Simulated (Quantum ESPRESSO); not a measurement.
The Y L₃ edge of atom 1 in YS (Fm-3m), with 6 S at 2.74 Å (octahedral, site symmetry m-3m), was computed in 2 ways: excited-electron core hole (neutral cell) and no core hole. Program and functional: Quantum ESPRESSO XSpectra, LDA, Lorentzian half width 0.75 eV up to 4 eV, rising linearly to 1.75 eV at 25 eV (not a setting of the program: the run's 0.4 eV curve was folded afterwards with a further Lorentzian); cells of 2 and 8 atoms (the run without a hole in the smaller).

Each run is counted from its own lowest empty level or Fermi level and scaled to a mean of 1 over its first 20 eV.

| E (eV) | run 1 | run 2 |
| --- | --- | --- |
| -2.0 | 0.30 | 0.16 |
| -1.4 | 0.45 | 0.22 |
| -0.8 | 0.76 | 0.33 |
| -0.2 | 1.41 | 0.54 |
| 0.4 | 2.23 | 0.85 |
| 1.0 | 2.71 | 1.16 |
| 1.6 | 2.66 | 1.59 |
| 2.2 | 2.54 | 2.04 |
| 2.8 | 2.31 | 2.41 |
| 3.4 | 1.78 | 2.41 |
| 4.0 | 1.39 | 1.94 |
| 4.6 | 1.04 | 1.38 |
| 5.2 | 0.82 | 1.15 |
| 5.8 | 0.79 | 1.06 |
| 6.4 | 0.82 | 1.01 |
| 7.0 | 0.85 | 1.08 |
| 7.6 | 0.87 | 1.08 |
| 8.2 | 0.85 | 1.06 |
| 8.8 | 0.78 | 1.00 |
| 9.4 | 0.71 | 0.88 |
| 10.0 | 0.68 | 0.79 |
| 10.6 | 0.67 | 0.80 |
| 11.2 | 0.61 | 0.80 |
| 11.8 | 0.55 | 0.72 |
| 12.4 | 0.51 | 0.63 |
| 13.0 | 0.49 | 0.56 |
| 13.6 | 0.50 | 0.53 |
| 14.2 | 0.53 | 0.55 |
| 14.8 | 0.58 | 0.59 |
| 15.4 | 0.62 | 0.63 |
| 16.0 | 0.64 | 0.66 |
| 16.6 | 0.64 | 0.69 |
| 17.2 | 0.63 | 0.69 |
| 17.8 | 0.59 | 0.66 |
| 18.4 | 0.54 | 0.62 |
| 19.0 | 0.50 | 0.58 |
| 19.6 | 0.48 | 0.54 |
| 20.2 | 0.48 | 0.52 |
| 20.8 | 0.49 | 0.51 |
| 21.4 | 0.51 | 0.52 |
| 22.0 | 0.52 | 0.54 |
| 22.6 | 0.52 | 0.54 |
| 23.2 | 0.51 | 0.53 |
| 23.8 | 0.51 | 0.53 |
| 24.4 | 0.53 | 0.54 |
| 25.0 | 0.55 | 0.56 |
| 25.6 | 0.58 | 0.59 |
| 26.2 | 0.59 | 0.61 |
| 26.8 | 0.60 | 0.62 |
| 27.4 | 0.59 | 0.62 |
| 28.0 | 0.58 | 0.61 |
| 28.6 | 0.55 | 0.59 |
| 29.2 | 0.54 | 0.57 |
| 29.8 | 0.52 | 0.55 |
| 30.4 | 0.52 | 0.55 |
| 31.0 | 0.52 | 0.55 |
| 31.6 | 0.53 | 0.56 |

Q: Which run is which?

Run 1: excited-electron core hole (neutral cell) (area from −2 to 6 eV 12.5, main maxima 1.2 eV (2.74), 7.6 eV (0.87), 16.4 eV (0.64) and 26.8 eV (0.60)). Run 2: no core hole (area from −2 to 6 eV 10.2, main maxima 3.1 eV (2.45), 7.2 eV (1.09), 17.0 eV (0.70) and 27.2 eV (0.62)). With each curve scaled to its own mean, the area from −2 to 6 eV with the hole is 12.5 against 10.2, and the centre of weight from −1 to 20 eV moves by -1.1 eV: the hole pulls the absorber's empty states down.

[Hosts, paths, dates, database ids (printed as entryN), source tags and the programs' standing remarks are cut or masked in the printed files.]

[Lists of maxima count a maximum above −3 eV only where it reaches 4 % of the highest in the window and stands out from its surroundings by 2 % of it (1.5 % where it reaches 55 %); shoulders and weaker maxima are passed over, and of the rest the first, up to two pre-edge ones and the few strongest are named.]
